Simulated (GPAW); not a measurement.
Computed results, one entry a study.

```cif
data_bi2s2o
_symmetry_space_group_name_H-M 'P4/nmm:1'
_symmetry_Int_Tables_number 129
_cell_length_a 3.9541
_cell_length_b 3.9541
_cell_length_c 14.0506
_cell_angle_alpha 90.000
_cell_angle_beta 90.000
_cell_angle_gamma 90.000
_cell_volume 219.68
loop_
_atom_site_label
_atom_site_type_symbol
_atom_site_symmetry_multiplicity
_atom_site_Wyckoff_symbol
_atom_site_fract_x
_atom_site_fract_y
_atom_site_fract_z
_atom_site_occupancy
Bi1 Bi 2 c 0.00000 0.50000 0.86650 1
Bi2 Bi 2 c 0.50000 0.00000 0.58909 1
S1 S 2 c 0.50000 0.00000 0.89431 1
S2 S 2 c 0.00000 0.50000 0.68749 1
O1 O 2 b 0.00000 0.00000 0.50000 1
_calc_subject 'Quasiparticle gap of Bi2S2O (P4/nmm) in GPAW'
_calc_method 'DFT, LDA, plane waves, PAW (and 1 further level or step)'
_calc_program 'GPAW 26.7.0'
_calc_settings_of_one_run 'cutoff 600 eV, GPAW PAW setups 1.2.1 data release, 4×4×1 k-mesh, nbands 366'
_calc_cost '4 runs, 5.2 min in all on 4 MPI ranks of AMD EPYC 9R45, shared host (the runs of this entry)'
_calc_notes 'The cell and positions are those that the Materials Project relaxed with its own functionals (PBE, PBE+U or r2SCAN), kept fixed. Limits: no spin-orbit coupling. Bands and cutoff are finite, so the gap is not at the basis limit. The miss can reach some tenths of an eV and take either sign; the mesh is an error of its own. The 4×4×1 mesh is coarse for this cell, which bears on the long-range parts of exchange and screening.'
_calc_lda_gap '0.88 eV, indirect (only 1 meV under the direct gap)'
_calc_g0w0_gap_on_the_mesh '1.10 eV'
_calc_gw_settings '4×4×1 mesh, 356 bands, screening to 80 eV, Godby-Needs plasmon pole'
_calc_known_limits 'not at the basis limit; no spin-orbit coupling; coarse k mesh'
```

[Paths, hosts, dates, memory and timing lines, banners, echoed tables and standing remarks are left out of the program output.]

[Logs are printed without paths, hosts, clocks, repeated set-up lines and the standing remarks that a program may print on its own settings, such as how far it seeks lower states.]

[Runs of the session that timed out or met a known fault of the program may be left out.]

[Hosts, paths, dates, database ids (printed as entryN), source tags and the programs' standing remarks are cut or masked in the printed files.]
